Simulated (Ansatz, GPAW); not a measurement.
**WSi2As4 monolayer: work function by functional and basis**

Wanted: work functions and dipole of WSi2As4 monolayer, with the cost of each level. Where a layer proves gapped, the work function hangs on where the smearing puts the Fermi level, and the band edges take its place.

Calculated with GPAW 26.7.0 and Ansatz 0.2.0; Ansatz plane waves; layer without images along its normal, relaxation of atoms and in-plane cell, in the first sound run; inputs show where later runs differ.

Most raw output is cut from this account.

## (1) The starting structure

The cell holds 7 atoms: 4 As, 2 Si and 1 W. Cell: a = 3.630 Å, b = 3.630 Å, c = 27.155 Å, α = 90.0°, β = 90.0°, γ = 120.0°. Vacuum lies along c.

## (2) Relaxation

Forces are removed first; all later runs use this geometry.

Contents of input.yaml:

```yaml
crystal:
  lattice:
    - [3.63, 0.0, 0.0]
    - [-1.815, 3.1436722157, 0.0]
    - [0.0, 0.0, 27.155114908]
  atoms:
    - { symbol: As, position: [0.0, 0.0, 0.3314292733] }
    - { symbol: Si, position: [0.3333333333, 0.6666666667, 0.3594892218] }
    - { symbol: As, position: [0.3333333333, 0.6666666667, 0.4416100307] }
    - { symbol: W, position: [0.0, 0.0, 0.5] }
    - { symbol: As, position: [0.3333333333, 0.6666666667, 0.5583899693] }
    - { symbol: Si, position: [0.3333333333, 0.6666666667, 0.6405107782] }
    - { symbol: As, position: [0.0, 0.0, 0.6685707267] }
  periodic: [true, true, false]
kpoints:
  mp_grid: { grid: [9, 9, 1] }
hamiltonian:
  xc: pbe
scf:
  occupations: { method: fermi_dirac, width: 0.05 }
relax:
  f_tol: 0.01
  max_steps: 90
  cell: {}
```

On the command line:

```bash
ansatz run input.yaml --threads 4 --pin off --max-ram 8192MiB --backend cpu --events-out ev --progress --plain --runs-dir out
```

Elapsed: 38 s, on 4 threads of Intel Xeon Platinum 8488C (Sapphire Rapids), shared host; peak memory 1.1 GiB.

The steps of the relaxation:

```
step  energy less that of the first step (eV)  largest force component (eV/Å)  volume (Å³)
   1                                   0.0000                          3.2249       480.54
   2                                  -1.3301                          1.1168       474.91
   3                                  -1.5690                          0.2003       471.53
   4                                  -1.5768                          0.0887       474.90
   5                                  -1.5775                          0.0129       475.35
   6                                  -1.5775                          0.0010       475.42
  7*                                  -1.5773                          0.0009       475.42
```

Relaxation steps marked * repeat the geometry before them on a plane-wave basis chosen anew for their cell, so energy and pressure can jump there.

The run keeps the 12 symmetry operations that it works with, so distortions that break them were not tested.

```
cell as run  before  after  change
      a (Å)   3.630  3.611  -0.5 %
      b (Å)   3.630  3.611  -0.5 %
```

The atoms that moved most (Å, along periodic axes as changes of fractional coordinates times the final cell, across vacuum about the mean position):

```
atom     dx     dy      dz  length
 As1  0.000  0.000  -0.412   0.412
 As7  0.000  0.000   0.412   0.412
 As3  0.000  0.000   0.088   0.088
 As5  0.000  0.000  -0.088   0.088
 Si2  0.000  0.000  -0.054   0.054
 Si6  0.000  0.000   0.054   0.054
```

Numbers from this step:

- free energy: -31081.2784 eV
- gap by band count: 0.7154 eV
- symmetry operations: 12

The relaxation lowered the energy of the cell by 1.58 eV.

## (3) Plane waves, PBE

With the geometry fixed, the planar mean of the potential gives the vacuum level on each side.

This step: GPAW, PAW setups; slab in vacuum (GPAW 26.7.0).

The cell differs from the one that the last finished run ended in (c 42.110 → 27.980 Å).

Contents of run.py:

```python
import json
import numpy as np
from ase import Atoms
from gpaw import GPAW, PW

slab = Atoms(
    ['As', 'Si', 'As', 'W', 'As', 'Si', 'As'],
    positions=[
        [0.00000, -0.00000, 9.00000],
        [0.00000, 2.08459, 10.12017],
        [0.00000, 2.08459, 12.49226],
        [0.00000, -0.00000, 13.98999],
        [0.00000, 2.08459, 15.48772],
        [0.00000, 2.08459, 17.85981],
        [0.00000, -0.00000, 18.97998]],
    cell=[[3.61062, -0.0, 0.0], [-1.80531, 3.12689, 0.0], [0.0, 0.0, 27.98]],
    pbc=[True, True, False])

slab.calc = GPAW(mode=PW(400), xc='PBE', kpts={'size': (9, 9, 1), 'gamma': True},
                 occupations={'name': 'fermi-dirac', 'width': 0.05}, nbands='140%',
                 convergence={'density': 1e-05}, maxiter=200,
                 poissonsolver={'dipolelayer': 'xy'},
                 symmetry={'tolerance': 1e-3}, txt='slab.txt')
result = {}
energy = slab.get_potential_energy()
fermi = slab.calc.get_fermi_level()
v = slab.calc.get_electrostatic_potential().mean((0, 1)) - fermi
n = slab.calc.get_pseudo_density().mean((0, 1))
L = slab.cell[2, 2]
z = np.arange(len(v)) * L / len(v)
low, high = slab.positions[:, 2].min(), slab.positions[:, 2].max()
below, above = np.interp([low - 6.8, high + 6.8], z, v)
slopes = [np.interp(x, z, np.gradient(v, z)) for x in (low - 6.8, high + 6.8)]
eps = np.array([[slab.calc.get_eigenvalues(k, s) for k in range(len(slab.calc.get_ibz_k_points()))]
                for s in range(slab.calc.get_number_of_spins())]) - fermi
top, bottom = eps[eps < 0].max(), eps[eps > 0].min()
dipole = slab.get_dipole_moment()[2]
print(f'energy {energy:.4f} eV, Fermi level {fermi:.4f} eV, dipole {dipole:.5f} e A')
print(f'potential 6.8 A off the faces, from the Fermi level: lower {below:.4f} eV, upper {above:.4f} eV')
print(f'slope of the potential there: lower {slopes[0]:.5f}, upper {slopes[1]:.5f} eV/A')
print(f'nearest levels on the mesh: {top:.4f} and {bottom:.4f} eV')
print('magnetic moment', round(slab.get_magnetic_moment(), 3))
result.update(energy=energy, fermi=fermi, dipole=dipole, below=below, above=above, slopes=slopes, edges=[top, bottom],
              z=z.tolist(), v=v.tolist(), n=n.tolist(), positions=slab.positions.tolist(),
              forces=slab.get_forces(apply_constraint=False).tolist(), moments=slab.get_magnetic_moments().tolist())
json.dump(result, open('result.json', 'w'))
```

On the command line:

```bash
OMP_NUM_THREADS=1 OPENBLAS_NUM_THREADS=1 python run.py
```

The job ended after 47 s (1 thread; peak memory 0.25 GiB).

Numbers from this step:

```
dipole along the normal                    : -5.68e-4 e·Å
levels nearest the Fermi level on the mesh : -0.3543, 0.3639 eV from the Fermi level
upper work function                        : 4.445 eV
lower work function                        : 4.438 eV
upper ionisation energy                    : 4.799 eV
```

The electrostatic potential energy of an electron (without an applied field's), less the Fermi level, planar mean oscillates, so the rows of the table below give means over windows of 1 Å about each position, cut where the curve ends. Its maxima inside the range that stand out by 2 % of the span (Å: eV): 9.6: -10.0, 11.3: 1.44, 13.2: -6.58, 14.8: -6.58, 16.7: 1.44, 18.3: -10.0. Its minima: 9.0: -15.1, 10.1: -12.0, 12.5: -13.6, 14.0: -18.3, 15.4: -13.6, 17.9: -12.0, 19.0: -15.1.

Electrostatic potential energy of an electron (without an applied field's), less the Fermi level, planar mean against z; means over each step:

z (Å), electrostatic potential energy of an electron (without an applied field's), less the Fermi level, planar mean (eV) and a bar from the least value:
```
        0        4.4 ##############################
        1        4.4 ##############################
        2        4.4 ##############################
        3        4.4 ##############################
        4        4.4 ##############################
        5        4.4 ##############################
        6        4.4 ##############################
        7        4.2 ##############################
        8        1.0 #########################
        9      -12.0 #####
       10      -10.5 #######
       11       -0.9 ######################
       12       -5.7 ##############
       13       -9.3 #########
       14      -15.0 
       15       -9.4 #########
       16       -5.4 ###############
       17       -1.0 ######################
       18      -10.6 #######
       19      -11.9 #####
       20        1.2 #########################
       21        4.2 ##############################
       22        4.4 ##############################
       23        4.4 ##############################
       24        4.4 ##############################
       25        4.4 ##############################
       26        4.4 ##############################
       27        4.4 ##############################
```

The pseudo valence density, planar mean oscillates, so the rows of the table below give means over windows of 1 Å about each position, cut where the curve ends. Its maxima inside the range that stand out by 2 % of the span (Å: e/Å³): 8.5: 0.258, 9.5: 0.401, 12.0: 0.252, 13.9: 1.14, 16.0: 0.252, 18.4: 0.401, 19.5: 0.258. Its minima: 8.9: 0.185, 11.2: 0.130, 12.4: 0.175, 15.5: 0.175, 16.8: 0.130, 19.1: 0.185.

Table of pseudo valence density, planar mean by z; means over each step:

```
z (Å)  pseudo valence density, planar mean (e/Å³)
    5                                      3.6e-5
    6                                      6.0e-4
    7                                     0.00994
    8                                       0.121
    9                                       0.265
   10                                       0.277
   11                                       0.148
   12                                       0.208
   13                                       0.381
   14                                       0.911
   15                                       0.372
   16                                       0.206
   17                                       0.149
   18                                       0.281
   19                                       0.262
   20                                       0.117
   21                                     0.00928
   22                                      5.6e-4
   23                                      3.4e-5
```

Force by atom:

```
atom  x (eV/Å)  y (eV/Å)  z (eV/Å)    size
 As1    0.0000    0.0000   -0.0738  0.0738
 Si2    0.0000    0.0000    0.0244  0.0244
 As3    0.0000    0.0000    0.0398  0.0398
  W4    0.0000    0.0000    0.0000  0.0000
 As5    0.0000    0.0000   -0.0398  0.0398
 Si6    0.0000    0.0000   -0.0244  0.0244
 As7    0.0000    0.0000    0.0738  0.0738
```

The layer is gapped, so the Fermi level lies somewhere inside the gap, set by smearing and numerics, and these work functions are no property of the material; the band edges below the vacuum level are. The potential is flat to 4.1e-5 eV/Å where it is read, so the vacuum is wide enough. The geometry is the other program's minimum; here the largest force on a free atom is 0.074 eV/Å.

## (4) Self-consistent run: xc = "revPBE"

The same geometry under revPBE, to see how far the functional moves the levels against the vacuum.

run.py, as its differences from that of step 3:

```diff
@@ -18,3 +18,3 @@
 
-slab.calc = GPAW(mode=PW(400), xc='PBE', kpts={'size': (9, 9, 1), 'gamma': True},
+slab.calc = GPAW(mode=PW(400), xc='revPBE', kpts={'size': (9, 9, 1), 'gamma': True},
                  occupations={'name': 'fermi-dirac', 'width': 0.05}, nbands='140%',
```

Run time: 47 s. Hardware: 1 thread; peak memory 0.25 GiB.

This step gave:

```
dipole along the normal                    : -5.66e-4 e·Å
levels nearest the Fermi level on the mesh : -0.3537, 0.3625 eV from the Fermi level
upper work function                        : 4.340 eV
lower work function                        : 4.333 eV
upper ionisation energy                    : 4.694 eV
```

The electrostatic potential energy of an electron (without an applied field's), less the Fermi level, planar mean oscillates, so the rows of the table below give means over windows of 1 Å about each position, cut where the curve ends. Its maxima inside the range that stand out by 2 % of the span (Å: eV): 9.6: -10.1, 11.3: 1.35, 13.2: -6.66, 14.8: -6.66, 16.7: 1.35, 18.3: -10.1. Its minima: 9.0: -15.2, 10.1: -12.1, 12.5: -13.7, 14.0: -18.3, 15.4: -13.7, 17.9: -12.1, 19.0: -15.2.

The electrostatic potential energy of an electron (without an applied field's), less the Fermi level, planar mean by z; means over each step:

```
z (Å)  electrostatic potential energy of an electron (without an applied field's), less the Fermi level, planar mean (eV)
    0                                                                                                                4.33
    1                                                                                                                4.33
    2                                                                                                                4.33
    3                                                                                                                4.33
    4                                                                                                                4.33
    5                                                                                                                4.33
    6                                                                                                                4.32
    7                                                                                                                4.12
    8                                                                                                               0.909
    9                                                                                                               -12.1
   10                                                                                                               -10.6
   11                                                                                                              -0.969
   12                                                                                                               -5.82
   13                                                                                                               -9.39
   14                                                                                                               -15.1
   15                                                                                                               -9.44
   16                                                                                                               -5.52
   17                                                                                                               -1.12
   18                                                                                                               -10.7
   19                                                                                                               -12.0
   20                                                                                                                1.08
   21                                                                                                                4.14
   22                                                                                                                4.33
   23                                                                                                                4.34
   24                                                                                                                4.34
   25                                                                                                                4.34
   26                                                                                                                4.34
   27                                                                                                                4.34
```

The pseudo valence density, planar mean oscillates, so the rows of the table below give means over windows of 1 Å about each position, cut where the curve ends. Its maxima inside the range that stand out by 2 % of the span (Å: e/Å³): 8.5: 0.257, 9.5: 0.401, 12.0: 0.251, 13.9: 1.14, 16.0: 0.251, 18.4: 0.401, 19.5: 0.257. Its minima: 8.9: 0.186, 11.2: 0.130, 12.4: 0.175, 15.5: 0.175, 16.8: 0.130, 19.1: 0.186.

Table of pseudo valence density, planar mean by z; means over each step:

```
z (Å)  pseudo valence density, planar mean (e/Å³)
    5                                      3.7e-5
    6                                      5.9e-4
    7                                     0.00983
    8                                       0.121
    9                                       0.265
   10                                       0.277
   11                                       0.148
   12                                       0.207
   13                                       0.381
   14                                       0.912
   15                                       0.372
   16                                       0.206
   17                                       0.149
   18                                       0.281
   19                                       0.262
   20                                       0.117
   21                                     0.00917
   22                                      5.6e-4
   23                                      3.5e-5
```

Force by atom:

```
atom  x (eV/Å)  y (eV/Å)  z (eV/Å)   size
 As1     0.000     0.000    -0.171  0.171
 Si2     0.000     0.000     0.030  0.030
 As3     0.000     0.000    -0.017  0.017
  W4     0.000     0.000     0.000  0.000
 As5     0.000     0.000     0.017  0.017
 Si6     0.000     0.000    -0.030  0.030
 As7     0.000     0.000     0.171  0.171
```

The highest filled level lies 0.354 eV under the Fermi level, so the ionisation energy from the upper face is 4.340 + 0.354 = 4.694 eV, against 4.799 eV in the base run.

## (5) Self-consistent run: xc = "RPBE"

The same geometry under RPBE, to see how far the functional moves the levels against the vacuum.

run.py, as its differences from that of step 4:

```diff
@@ -18,3 +18,3 @@
 
-slab.calc = GPAW(mode=PW(400), xc='revPBE', kpts={'size': (9, 9, 1), 'gamma': True},
+slab.calc = GPAW(mode=PW(400), xc='RPBE', kpts={'size': (9, 9, 1), 'gamma': True},
                  occupations={'name': 'fermi-dirac', 'width': 0.05}, nbands='140%',
```

Run time: 47 s. Hardware: 1 thread; peak memory 0.25 GiB.

This step gave:

- levels nearest the Fermi level on the mesh: -0.3533, 0.3620 eV from the Fermi level
- upper work function: 4.336 eV
- lower work function: 4.329 eV
- upper ionisation energy: 4.690 eV

The highest filled level lies 0.353 eV under the Fermi level, so the ionisation energy from the upper face is 4.336 + 0.353 = 4.690 eV, against 4.799 eV in the base run.

## (6) Self-consistent run: xc = "vdW-DF2"

The same geometry under vdW-DF2, to see how far the functional moves the levels against the vacuum (the van der Waals functionals take revPBE setups).

run.py, as its differences from that of step 5:

```diff
@@ -18,3 +18,3 @@
 
-slab.calc = GPAW(mode=PW(400), xc='RPBE', kpts={'size': (9, 9, 1), 'gamma': True},
+slab.calc = GPAW(mode=PW(400), xc='vdW-DF2', kpts={'size': (9, 9, 1), 'gamma': True},
                  occupations={'name': 'fermi-dirac', 'width': 0.05}, nbands='140%',
```

It took 78 s on 1 thread; peak memory 0.48 GiB.

This step gave:

```yaml
dipole_along_the_normal: -5.68e-4 e·Å
levels_nearest_the_fermi_level_on_the_mesh: -0.2971, 0.2691 eV from the Fermi level
upper_work_function: 4.861 eV
lower_work_function: 4.855 eV
upper_ionisation_energy: 5.159 eV
```

The highest filled level lies 0.297 eV under the Fermi level, so the ionisation energy from the upper face is 4.861 + 0.297 = 5.159 eV, against 4.799 eV in the base run.

[end of part 1 of 2]

[Logs are printed without paths, hosts, clocks, repeated set-up lines and the standing remarks that a program may print on its own settings, such as how far it seeks lower states.]

[Hosts, paths, dates, database ids (printed as entryN), source tags and the programs' standing remarks are cut or masked in the printed files.]
